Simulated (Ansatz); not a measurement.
# Ti (P6_3/mmc, 2 atoms in the cell): modes against uniaxial strain along c

Aim: how do the optical modes of Ti (P6_3/mmc, 2 atoms in the cell) shift and split under this strain?

Calculated with Ansatz 0.2.0; DFT PBEsol, scalar-relativistic, plane waves, PAW; PAW set soft_1.

### Step 1. The starting structure

Symmetry: P6_3/mmc, No. 194, hexagonal system. Conventional cell: a = 2.950 Å, b = 2.950 Å, c = 4.680 Å, α = 90.00°, β = 90.00°, γ = 120.00°. Nearest to Ti lie 12 Ti at 2.89 to 2.95 Å.

### Step 2. Bringing the structure to rest

The cell and atoms are relaxed, since residual forces and stress would shift the frequencies.

File input.yaml:

```yaml
crystal:
  lattice:
    - [2.95, 0.0, 0.0]
    - [-1.475, 2.5547749412, 0.0]
    - [0.0, 0.0, 4.68]
  atoms:
    - { symbol: Ti, position: [0.33333333, 0.66666667, 0.25] }
    - { symbol: Ti, position: [0.66666667, 0.33333333, 0.75] }
kpoints:
  mp_grid: { grid: [18, 18, 10] }
hamiltonian:
  xc: pbesol
  pseudopotentials: { kind: paw, azcp: { folder: soft_1 }, xc_functional: pbe }
scf:
  occupations: { method: gaussian, width: 0.1 }
output:
  forces: true
  stress: true
  eigenvalues: true
relax:
  adjacent_minimum: "off"
  f_tol: 0.005
  max_steps: 80
  cell: { stress_tol: 0.05 }
```

Run with:

```console
ansatz run input.yaml --threads 4 --pin off --max-ram 10240MiB --backend cpu --events-out ev --progress --plain --runs-dir out
```

Numbers of over 12 decimals in the logs are rounded to 6 here.

The program printed:

```text
Engine: ansatz 0.2.0, aarch64-unknown-linux-gnu
Pseudopotentials: kind: paw
Pseudopotential: Ti, paw, valence charge 12, recommended cutoff 420 eV (normal), soft_1/Ti.paw.azcp
Functional definition: PBEsol
  exchange = pbesol_x
  correlation = pbesol_c
Crystal: 2 atoms, lattice volume = 35.271 Å³
Basis set: ecut = 420 eV, 687 PW (Γ), exchange–correlation on 40×40×64 points (8 copies of the dense FFT grid, shifted against one another)
Bands: 16, of which v1, the nominal top of the filled ones, is band 12 counted from 1 (11 counted from 0)
Symmetry: 24 space group operations
Space group: P63/mmc (ITA 194), of the structure as read, at distance tolerance 3.3e-5 Å
k-points: 222 of 3240
Non-local potential: Ti, projectors of the file, l = 0: 3, l = 1: 2, l = 2: 3, l = 3: 1
PAW form: soft (Blöchl's): semilocal exchange-correlation on the pseudo side does not see the compensation charge
PAW frozen core: Ti, regenerated for the run's functional, and the local potential with it (the file was generated under x = pbe(κ = 0.804, μ = 0.219515), c = pbe(β = 0.066725))
PAW one-centre angular grid: Ti, 590 points (default); XC on 64 Gauss nodes
Initial density: superposition of atomic densities (chi_scale 0.1, normalization cell)
Initial wavefunctions: pseudopotential atomic-orbital guess
Functional: x = pbesol(κ = 0.804, μ = 0.123457), c = pbesol(β = 0.046)
SCF iter   1: F=—  HF=-4948.262162 eV  |F-HF|=—  |Δ(HF+E_count)|=         —  Δρ=6.41e-2  dr2=1.51e0  ethr=3.10e-3  ⟨swp⟩=3.3  Hψ=13850  notcnv=0
preconditioner: auto → none  [metal: Δε(μ)=0.005 eV  Ē_g=3.139 eV  σ=0.100 eV  W_gap=0.03  n_scr=8 (ndim 8)  ℏωp=17.7 eV  f_vac=0.000  D(μ)=1.62/eV (n_scr^D=22)  sad-step TF]
SCF iter   2: F=—  HF=-4947.893004 eV  |F-HF|=—  |Δ(HF+E_count)|=   3.69e-1  Δρ=3.16e-2  dr2=3.95e-1  ethr=3.10e-3  ⟨swp⟩=2.5  Hψ=7254  notcnv=0  defer=12
SCF iter   3: F=—  HF=-4947.770101 eV  |F-HF|=—  |Δ(HF+E_count)|=   1.23e-1  Δρ=1.88e-3  dr2=6.01e-4  ethr=1.65e-3  ⟨swp⟩=2.2  Hψ=5557  notcnv=0  defer=12
SCF iter   4: F=—  HF=-4947.770751 eV  |F-HF|=—  |Δ(HF+E_count)|=   6.50e-4  Δρ=2.23e-4  dr2=1.03e-5  ethr=2.50e-6  ⟨swp⟩=2.2  Hψ=7220  notcnv=0  defer=12
SCF iter   5: F=—  HF=-4947.770786 eV  |F-HF|=—  |Δ(HF+E_count)|=   3.58e-5  Δρ=5.10e-5  dr2=6.14e-7  ethr=4.27e-8  ⟨swp⟩=2.0  Hψ=4417  notcnv=0  defer=12
SCF iter   6: F=-4947.770786 eV  HF=-4947.770786 eV  |F-HF|=7.25e-9  |Δ(HF+E_count)|=   2.19e-7  Δρ=7.06e-6  dr2=9.96e-9  ethr=4.17e-10  ⟨swp⟩=5.2  Hψ=15359  notcnv=0
SCF 1 converged in 6 iterations: F = -4947.770786 eV  dr2 = 9.96e-9
  greatest PAW one-centre occupation: 0.999 electrons in one spin orbital (limit 2), on the Ti atom at site 1 (counted from 0), in its partial waves of l = 0
relax step   1: F+E_penalty+E_count = -4947.77078614 eV  Δ(F+E_penalty+E_count) = +0.000e0 eV  max|allowed force component| = 1.295e-16 eV/Å  Δτ_max = 0.0000 Å  P = -5.821 GPa  Ω = 35.271 Å³  (6 SCF iters, dr2 threshold 1.00e-7 eV, accepted)
Crystal: 2 atoms, lattice volume = 31.222 Å³
Basis set: ecut = 420 eV, 615 PW (Γ), exchange–correlation on 40×40×64 points (8 copies of the dense FFT grid, shifted against one another)
Initial density: handed on by an earlier stage of this run
Initial wavefunctions: those handed on with the density
iter 1 solved again at ethr=2.94e-5 eV; its pass at ethr=3.10e-3 eV (dr2=7.06e-3 eV) is discarded
SCF iter   1: F=—  HF=-4947.744543 eV  |F-HF|=—  |Δ(HF+E_count)|=         —  Δρ=4.90e-3  dr2=7.17e-3  ethr=2.94e-5  ⟨swp⟩=1.0  Hψ=23276  notcnv=0
preconditioner: auto → none  [metal: Δε(μ)=0.004 eV  Ē_g=3.116 eV  σ=0.100 eV  W_gap=0.02  n_scr=8 (ndim 8)  ℏωp=18.8 eV  f_vac=0.000  D(μ)=1.73/eV (n_scr^D=22)]
SCF iter   2: F=—  HF=-4947.744630 eV  |F-HF|=—  |Δ(HF+E_count)|=   8.73e-5  Δρ=1.90e-3  dr2=4.13e-4  ethr=2.94e-5  ⟨swp⟩=3.0  Hψ=6445  notcnv=0
SCF iter   3: F=—  HF=-4947.745419 eV  |F-HF|=—  |Δ(HF+E_count)|=   7.89e-4  Δρ=5.50e-4  dr2=3.31e-5  ethr=1.72e-6  ⟨swp⟩=2.0  Hψ=4435  notcnv=0
SCF iter   4: F=—  HF=-4947.745528 eV  |F-HF|=—  |Δ(HF+E_count)|=   1.09e-4  Δρ=5.07e-5  dr2=8.16e-7  ethr=1.38e-7  ⟨swp⟩=2.0  Hψ=4451  notcnv=0
iter 5 did not close the SCF: its close was put off for the readings that it lacked (scf_convergence_deferred on its scf_iter line)
SCF iter   5: F=-4947.745528 eV  HF=-4947.745528 eV  |F-HF|=5.67e-9  |Δ(HF+E_count)|=   2.26e-7  Δρ=6.40e-6  dr2=7.33e-9  ethr=3.40e-9  ⟨swp⟩=2.0  Hψ=4316  notcnv=0
SCF iter   6: F=-4947.745528 eV  HF=-4947.745528 eV  |F-HF|=2.09e-11  |Δ(HF+E_count)|=   3.47e-9  Δρ=3.43e-7  dr2=1.47e-11  ethr=3.06e-11  ⟨swp⟩=1.1  Hψ=10708  notcnv=0
SCF 2 converged in 6 iterations: F = -4947.745528 eV  dr2 = 1.47e-11
relax step   2: F+E_penalty+E_count = -4947.74552814 eV  Δ(F+E_penalty+E_count) = +2.526e-2 eV  max|allowed force component| = 2.764e-16 eV/Å  Δτ_max = 0.0000 Å  P = +9.234 GPa  Ω = 31.222 Å³  energy of the carried Pulay correction = +6.258e-4 eV  (6 SCF iters, dr2 threshold 2.00e-7 eV, rejected (line search))
Crystal: 2 atoms, lattice volume = 33.590 Å³
Basis set: ecut = 420 eV, 639 PW (Γ), exchange–correlation on 40×40×64 points (8 copies of the dense FFT grid, shifted against one another)
iter 1 solved again at ethr=1.04e-5 eV; its pass at ethr=3.10e-3 eV (dr2=2.49e-3 eV) is discarded
SCF iter   1: F=—  HF=-4947.805055 eV  |F-HF|=—  |Δ(HF+E_count)|=         —  Δρ=2.79e-3  dr2=2.56e-3  ethr=1.04e-5  ⟨swp⟩=1.0  Hψ=23181  notcnv=0
preconditioner: auto → none  [metal: Δε(μ)=0.022 eV  Ē_g=2.895 eV  σ=0.100 eV  W_gap=0.12  n_scr=8 (ndim 8)  ℏωp=18.1 eV  f_vac=0.000  D(μ)=1.86/eV (n_scr^D=22)]
SCF iter   2: F=—  HF=-4947.805241 eV  |F-HF|=—  |Δ(HF+E_count)|=   1.86e-4  Δρ=1.17e-3  dr2=1.73e-4  ethr=1.04e-5  ⟨swp⟩=3.0  Hψ=6451  notcnv=0
SCF iter   3: F=—  HF=-4947.805550 eV  |F-HF|=—  |Δ(HF+E_count)|=   3.09e-4  Δρ=3.15e-4  dr2=1.31e-5  ethr=7.20e-7  ⟨swp⟩=2.0  Hψ=4316  notcnv=0
SCF iter   4: F=—  HF=-4947.805595 eV  |F-HF|=—  |Δ(HF+E_count)|=   4.42e-5  Δρ=3.13e-5  dr2=3.46e-7  ethr=5.44e-8  ⟨swp⟩=2.0  Hψ=4457  notcnv=0
SCF iter   5: F=—  HF=-4947.805594 eV  |F-HF|=—  |Δ(HF+E_count)|=   8.94e-8  Δρ=4.20e-6  dr2=3.46e-9  ethr=1.44e-9  ⟨swp⟩=2.0  Hψ=4313  notcnv=0
SCF iter   6: F=—  HF=-4947.805594 eV  |F-HF|=—  |Δ(HF+E_count)|=   1.79e-9  Δρ=2.08e-7  dr2=4.62e-12  ethr=1.00e-12  ⟨swp⟩=3.6  Hψ=16551  notcnv=0
SCF iter   7: F=-4947.805594 eV  HF=-4947.805594 eV  |F-HF|=9.09e-13  |Δ(HF+E_count)|=  1.27e-11  Δρ=3.72e-8  dr2=3.46e-13  ethr=1.00e-12  ⟨swp⟩=4.1  Hψ=12124  notcnv=0
SCF 3 converged in 7 iterations: F = -4947.805594 eV  dr2 = 3.46e-13
relax step   3: F+E_penalty+E_count = -4947.80559450 eV  Δ(F+E_penalty+E_count) = -3.481e-2 eV  max|allowed force component| = 5.089e-16 eV/Å  Δτ_max = 0.0000 Å  P = -0.551 GPa  Ω = 33.590 Å³  energy of the carried Pulay correction = +2.512e-4 eV  (7 SCF iters, accepted)
[...]
relax step   4: F+E_penalty+E_count = -4947.80590258 eV  Δ(F+E_penalty+E_count) = -3.081e-4 eV  max|allowed force component| = 1.758e-16 eV/Å  Δτ_max = 0.0000 Å  P = +0.042 GPa  Ω = 33.423 Å³  energy of the carried Pulay correction = +2.768e-4 eV  (6 SCF iters, dr2 threshold 2.00e-7 eV, accepted)
[...]
relax step   5: F+E_penalty+E_count = -4947.80590435 eV  Δ(F+E_penalty+E_count) = -1.773e-6 eV  max|allowed force component| = 2.220e-16 eV/Å  Δτ_max = 0.0000 Å  P = +0.003 GPa  Ω = 33.434 Å³  energy of the carried Pulay correction = +2.751e-4 eV  (6 SCF iters, dr2 threshold 9.88e-9 eV, accepted)
Initial wavefunctions: pseudopotential atomic-orbital guess (no wavefunctions were taken with the density)
iter 1 solved again at ethr=6.22e-10 eV; its pass at ethr=3.10e-3 eV (dr2=1.49e-7 eV) is discarded
SCF iter   1: F=—  HF=-4947.805555 eV  |F-HF|=—  |Δ(HF+E_count)|=         —  Δρ=3.72e-5  dr2=4.54e-8  ethr=6.22e-10  ⟨swp⟩=3.0  Hψ=24759  notcnv=0
preconditioner: auto → none  [metal: Δε(μ)=0.017 eV  Ē_g=2.922 eV  σ=0.100 eV  W_gap=0.09  n_scr=8 (ndim 8)  ℏωp=18.2 eV  f_vac=0.000  D(μ)=1.82/eV (n_scr^D=22)]
SCF iter   2: F=—  HF=-4947.805550 eV  |F-HF|=—  |Δ(HF+E_count)|=   4.39e-6  Δρ=1.95e-5  dr2=2.13e-8  ethr=1.89e-10  ⟨swp⟩=2.1  Hψ=5911  notcnv=0
SCF iter   3: F=—  HF=-4947.805550 eV  |F-HF|=—  |Δ(HF+E_count)|=   2.40e-8  Δρ=3.89e-6  dr2=4.58e-9  ethr=8.88e-11  ⟨swp⟩=2.0  Hψ=4436  notcnv=0
SCF iter   4: F=—  HF=-4947.805550 eV  |F-HF|=—  |Δ(HF+E_count)|=   1.56e-9  Δρ=5.64e-7  dr2=4.44e-11  ethr=1.91e-11  ⟨swp⟩=2.0  Hψ=5615  notcnv=0
iter 5 did not close the SCF: its close was put off for the readings that it lacked (scf_convergence_deferred on its scf_iter line)
SCF iter   5: F=-4947.805550 eV  HF=-4947.805550 eV  |F-HF|=0.00e0  |Δ(HF+E_count)|=  1.36e-11  Δρ=4.53e-8  dr2=2.71e-13  ethr=1.00e-12  ⟨swp⟩=1.0  Hψ=3552  notcnv=0
SCF iter   6: F=-4947.805550 eV  HF=-4947.805550 eV  |F-HF|=9.09e-13  |Δ(HF+E_count)|=  9.09e-13  Δρ=1.39e-8  dr2=1.33e-14  ethr=1.00e-12  ⟨swp⟩=2.8  Hψ=11118  notcnv=0
SCF 6 converged in 6 iterations: F = -4947.805550 eV  dr2 = 1.33e-14
relax step   6: F+E_penalty+E_count = -4947.80555042 eV  Δ(F+E_penalty+E_count) = +3.539e-4 eV  max|allowed force component| = 2.498e-16 eV/Å  Δτ_max = 0.0000 Å  P = +0.017 GPa  Ω = 33.434 Å³  stress off target by 2.56e-2 GPa  SCF on the basis re-selected at this cell (its energy is not comparable with the rows above)  (6 SCF iters)
basis re-selected at this cell: Δ(F+E_penalty+E_count) = +3.539e-4 eV, ΔP = +0.014 GPa vs the last step (what re-selecting the basis moved, of the pressure what is left beyond the Pulay correction that the steps carried, after the strain that the cell walked since its last selection, with what the two solves' SCF thresholds leave and, on support functions, any second-order correction that the steps lacked; it is no m [...]
SCF converged after 6 iterations
Free energy (F): -4947.805550 eV
Harris-Foulkes:  -4947.805550 eV  (|F-HF|=9.09e-13)
Internal energy: -4947.796442 eV  (E = F + TS)
E sigma→0 (E₀):  -4947.800996 eV
Entropy (-TS):   -0.009108 eV (-4.554 meV/atom)
Fermi energy:    13.778573 eV
--- Per-component energies (eV) ---
  E_band       = -302.256869
  E_kinetic    = 563.560335
  E_local      = -1704.529969  (includes V_loc(G=0)·N_el)
  E_nonlocal   = 123.834436
  E_hartree    = 676.495836
  E_xc         = -230.855520
  E_vxc        = -290.443843  (∫ρ·V_xc dr)
  E_paw        = -2034.759862  (= ΣΔE_a)
  E_vpaw       = -347.669338  (= ΣTr[D̂ρ^β])
  E_aug_tail   = -0.000162  (compensation charges beyond the density's cutoff)
  E_ewald      = -2341.820305
  E_core_change = 0.278769  (= ΣΔE_core)
  E_smearing   = -0.009108  (= −TS)
  E_closure    = 0.000000  (closes the sum)
  Σ components = -4947.805550   (vs F -4947.805550, Δ=0.00e0)
--- Forces (eV/Å), atoms counted from 1 ---
  atom   1  Ti     0.00000000    -0.00000000     0.00000000
  atom   2  Ti    -0.00000000     0.00000000    -0.00000000
  max |Σ_I F_I| component: 1.85e-17 eV/Å
--- Stress (GPa, compression-positive) ---
        0.025644       0.000000      -0.000000
        0.000000       0.025644       0.000000
       -0.000000       0.000000       0.000176
  P = ⅓ Tr σ = 0.0172 GPa (0.172 kbar)
--- Band table (eV; the first three rows and the last of 222) ---
  k-point 0: bands = [... 8 lower, 7.5004, 10.9851, 14.5655, 14.5655, 14.6518, 14.6996, 15.0986, 15.0986]
  k-point 1: bands = [... 8 lower, 7.5881, 10.9497, 14.4944, 14.5195, 14.5195, 14.6497, 15.0483, 15.0483]
  k-point 2: bands = [... 8 lower, 7.8460, 10.8125, 14.1486, 14.4372, 14.4372, 14.5082, 14.9177, 14.9177]
  k-point 221: bands = [... 8 lower, 12.4662, 12.4662, 12.6323, 12.6323, 13.5745, 13.5745, 15.5190, 15.5190]
--- Relaxed structure (5 steps of the walk, 4 accepted, 1 SCFs on fresh bases) ---
  F+E_penalty+E_count = -4947.80555042 eV   max|allowed force component| = 2.498e-16 eV/Å   (the final SCF, on the basis selected at the relaxed cell)
  cell:  # Å, volume = 33.4341 Å³
    - [2.900008, 0.0, 0]
    - [-1.450004, 2.511481, -1.7050205284618237e-18]
    - [0, -3.1233655632732052e-18, 4.590513]
  atoms:
    - { symbol: Ti, position: [0.333333, 0.666667, 0.250000] }
    - { symbol: Ti, position: [0.666667, 0.333333, 0.75] }
```

Wall time 8.6 s (4 threads of Arm Neoverse V2, shared host); peak memory 0.43 GiB.

Relaxation path:

| step | energy less that of the first step (eV) | largest force component (eV/Å) | pressure (GPa) | volume (Å³) |
| --- | --- | --- | --- | --- |
| 1 | 0.0000 | 0.0000 | -5.82 | 35.27 |
| 2 | 0.0253 | 0.0000 | 9.23 | 31.22 |
| 3 | -0.0348 | 0.0000 | -0.55 | 33.59 |
| 4 | -0.0351 | 0.0000 | 0.04 | 33.42 |
| 5 | -0.0351 | 0.0000 | 0.00 | 33.43 |
| 6* | -0.0348 | 0.0000 | 0.02 | 33.43 |

Relaxation steps marked * repeat the geometry before them on a plane-wave basis chosen anew for their cell, so energy and pressure can jump there. Relaxation step 2 was tried and not accepted.

Forces are held to the 24 operations that the run works with; a distortion that breaks them can't arise in this run.

| conventional cell, symmetrised | before | after | change |
| --- | --- | --- | --- |
| a (Å) | 2.950 | 2.900 | -1.7 % |
| b (Å) | 2.950 | 2.900 | -1.7 % |
| c (Å) | 4.680 | 4.591 | -1.9 % |
| volume (Å³/atom) | 17.64 | 16.72 | -5.2 % |

Final coordinates:

```xyz
2
Lattice="2.9000 0.0000 0.0000 -1.4500 2.5115 0.0000 0.0000 0.0000 4.5905" Properties=species:S:1:pos:R:3 pbc="T T T"
Ti    0.0000    1.6743    1.1476
Ti    1.4500    0.8372    3.4429
```

Numbers from this step:

| Item | Value |
| --- | --- |
| pressure | 0.01716 GPa |
| volume per atom | 16.72 Å³ |
| gap on the k-mesh | 0 eV |

In this step the volume went from 17.64 to 16.72 Å³/atom.

### Step 3. Tight relaxation

Phonons need small forces and stress, so the relaxation is finished with tight tolerances on 18×18×12 k points.

input.yaml, the sections that differ from step 2:

```yaml
crystal:
  lattice:
    - [2.9000080466, 0.0, 0.0]
    - [-1.4500040233, 2.5114806395, 0.0]
    - [0.0, 0.0, 4.5905126127]
  atoms:
    - { symbol: Ti, position: [0.3333333333, 0.6666666667, 0.25] }
    - { symbol: Ti, position: [0.6666666667, 0.3333333333, 0.75] }
kpoints:
  mp_grid: { grid: [18, 18, 12] }
scf:
  occupations: { method: methfessel_paxton, width: 0.2 }
relax:
  adjacent_minimum: "off"
  f_tol: 0.001
  max_steps: 60
  cell: { stress_tol: 0.01 }
# hamiltonian, output: as in step 2
```

The program printed:

```text
[...]
Crystal: 2 atoms, lattice volume = 33.434 Å³
Basis set: ecut = 420 eV, 627 PW (Γ), exchange–correlation on 40×40×64 points (8 copies of the dense FFT grid, shifted against one another)
Bands: 16, of which v1, the nominal top of the filled ones, is band 12 counted from 1 (11 counted from 0)
Symmetry: 24 space group operations
[...]
k-points: 259 of 3888
[...]
k-point 258: bands = [... 8 lower, 12.4665, 12.4665, 12.6322, 12.6322, 13.5761, 13.5761, 15.5206, 15.5206]
--- Relaxed structure (3 steps of the walk, 3 accepted, 1 SCFs on fresh bases) ---
[...]
cell:  # Å, volume = 33.4312 Å³
    - [2.900442, 0.0, 0.0]
    - [-1.450221, 2.511856, 0.0]
    - [0.0, 0.0, 4.588740]
  atoms:
    - { symbol: Ti, position: [0.333333, 0.666667, 0.25] }
    - { symbol: Ti, position: [0.666667, 0.333333, 0.750000] }
[key lines of the parts left out:]
SCF converged after 4 iterations
Free energy (F): -4947.798770 eV
Fermi energy:    13.784615 eV
P = ⅓ Tr σ = -0.0049 GPa (-0.049 kbar)
```

Elapsed: 5.4 s, on 4 threads; peak memory 0.44 GiB; 20 s of CPU time.

Little changed from the start: no atom moved by 0.005 Å and no cell edge by 0.1 %.

This step gave:

* pressure: -0.004889 GPa

The forces vanish by symmetry and the pressure is -0.005 GPa, within the tolerances set. The cell now holds 16.72 Å³/atom.

### Step 4. Modes at rest

Phonons follow from the second derivative of the energy, found here by linear response.

The modes at rest are the reference of the series.

input.yaml, the sections that differ from step 3:

```yaml
crystal:
  lattice:
    - [2.9004419643, 0.0, 0.0]
    - [-1.4502209821, 2.5118564233, 0.0]
    - [0.0, 0.0, 4.5887404065]
  atoms:
    - { symbol: Ti, position: [0.3333333333, 0.6666666667, 0.25] }
    - { symbol: Ti, position: [0.6666666667, 0.3333333333, 0.75] }
output:
  eigenvalues: true
phonons:
  method: dfpt
# kpoints, hamiltonian, scf: as in step 3
# relax: removed
```

The program printed:

```text
zone centre: on kpoints.mp_grid the ground state, and the responses unless they are solved on pairs of k-points, stand on 637 of the mesh's 3888 k-points, reduced under 4 symmetry operations, with k and −k counted as one. Each operation leaves every solved displacement unchanged or reverses it
[...]
Crystal: 2 atoms, lattice volume = 33.431 Å³
Basis set: ecut = 420 eV, 627 PW (Γ), exchange–correlation on 40×40×64 points (8 copies of the dense FFT grid, shifted against one another)
Bands: 16, of which v1, the nominal top of the filled ones, is band 12 counted from 1 (11 counted from 0)
Symmetry: 24 space group operations
k-points: 637 of 3888 (irreducible under 4 space group operations, time reversal used)
[...]
SCF iter   1: F=—  HF=-4948.270796 eV  |F-HF|=—  |Δ(HF+E_count)|=         —  Δρ=6.44e-2  dr2=1.41e0  ethr=3.10e-3  ⟨swp⟩=4.4  Hψ=89390  notcnv=0
automatic band count: the SCF goes on with 20 bands, as 16 were too few: they end inside the smearing window of the response
[...]
SCF iter   2: F=—  HF=-4947.956076 eV  |F-HF|=—  |Δ(HF+E_count)|=   3.15e-1  S|Δr|=    0.00e0  Δρ=3.68e-2  dr2=4.87e-1  ethr=3.10e-3  ⟨swp⟩=2.0  Hψ=21455  notcnv=0  defer=877
[...]
SCF iter   8: F=-4947.798770 eV  HF=-4947.798770 eV  |F-HF|=9.09e-13  |Δ(HF+E_count)|=  8.64e-11  S|Δr|=    0.00e0  Δρ=4.44e-8  dr2=2.50e-13  ethr=1.00e-12  ⟨swp⟩=8.9  Hψ=50478  notcnv=0
SCF 1 converged in 8 iterations: F = -4947.798770 eV  dr2 = 2.50e-13
[...]
DFPT response loops at Γ: preconditioner auto → Kerker (q_TF=auto, 2.582 Å⁻¹) (partly filled bands, converged f_vac=0.000); β = 1.00, the filter's whole step (`scf.mixing.beta` (0.50) is not read by the response loops under this deck's `scf.mixing.preconditioner`; to damp them name `kerker` or `kerker_dos`, under which they read `scf.mixing.beta`, and type it under 1.00, their step now; both keys bind the ground state too); Broyden in place of MSR1
SCF converged after 8 iterations
[...]
Free energy (F): -4947.798770 eV
[...]
Internal energy: -4947.803489 eV  (E = F + TS)
E sigma→0 (E₀):  -4947.799950 eV
Entropy (-TS):   0.004719 eV (2.360 meV/atom)
Fermi energy:    13.784615 eV
[...]
--- Band table (eV; the first three rows and the last of 637) ---
  k-point 0: bands = [... 8 lower, 7.5017, 10.9861, 14.5662, 14.5662, 14.6579, 14.7029, 15.1003, 15.1003, ... 4 higher]
  k-point 1: bands = [... 8 lower, 7.5627, 10.9622, 14.5325, 14.5325, 14.5456, 14.6681, 15.0648, 15.0648, ... 4 higher]
  k-point 2: bands = [... 8 lower, 7.7434, 10.8752, 14.2744, 14.4634, 14.4634, 14.5675, 14.9688, 14.9688, ... 4 higher]
  k-point 636: bands = [... 8 lower, 11.6971, 11.6971, 13.1877, 13.1877, 13.6753, 13.6753, 15.3961, 15.3961, ... 4 higher]
--- Phonons (Γ-DFPT): 2 representative perturbations + reference, on 637 of 3888 k-points (Σ response iterations 6) ---
  k mesh reduced under 4 symmetry operations, with k and −k counted as one. Each operation leaves every solved displacement unchanged or reverses it
  ASR residual: 1.071e-5 → 0.000e0 eV/Å²; symmetrization residual: 4.003e-10 eV/Å²
  ASR residual per site (eV/Å²): 1.07e-5 1.07e-5
  Γ frequencies (cm⁻¹): 0.00 0.00 0.00 127.75 127.75 192.14
  non-analytic LO–TO correction: not included (Born effective charges unavailable; polar crystals: no LO–TO splitting at Γ)
```

It took 22 s on 4 threads; peak memory 1.4 GiB.

Reading the cycles: dr2 is the Hartree energy of the density residual (eV), the measure of convergence; HF is the Harris–Foulkes estimate of the energy, which meets the free energy F at convergence.

Numbers from this step:

| Item | Value |
| --- | --- |
| sum-rule residual before enforcement | 1.07e-5 eV/Å² |
| point group | 6/mmm |
| highest optical mode at the zone centre (no LO-TO term) | 192.1 cm⁻¹ |
| lowest optical zone-centre mode | 127.8 cm⁻¹ |

Patterns of degenerate modes are one choice out of their space. Modes at Γ:

| mode | frequency (cm⁻¹) | symmetry |
| --- | --- | --- |
| 1 | 0.0 | acoustic |
| 2 | 0.0 | acoustic |
| 3 | 0.0 | acoustic |
| 4 | 127.8 | E2g |
| 5 | 127.8 | E2g |
| 6 | 192.1 | B1g |

Displacements in mode 5 (127.8 cm⁻¹), the largest set to 1:
```
Ti1  1.00  0.00  0.00
Ti2 -1.00  0.00  0.00
```

Displacements in mode 6 (192.1 cm⁻¹), the largest set to 1:
```
Ti1  0.00  0.00  1.00
Ti2  0.00  0.00 -1.00
```

Before it was imposed, the acoustic sum rule was missed by 1.1e-5 eV/Å². Small misses are needed for a sound result but don't prove that mesh and cutoff are converged. The lowest optical mode is real, 128 cm⁻¹.

[end of part 1 of 2]

[Logs are printed without paths, hosts, clocks, repeated set-up lines and the standing remarks that a program may print on its own settings, such as how far it seeks lower states.]

[Hosts, paths, dates, database ids (printed as entryN), source tags and the programs' standing remarks are cut or masked in the printed files.]
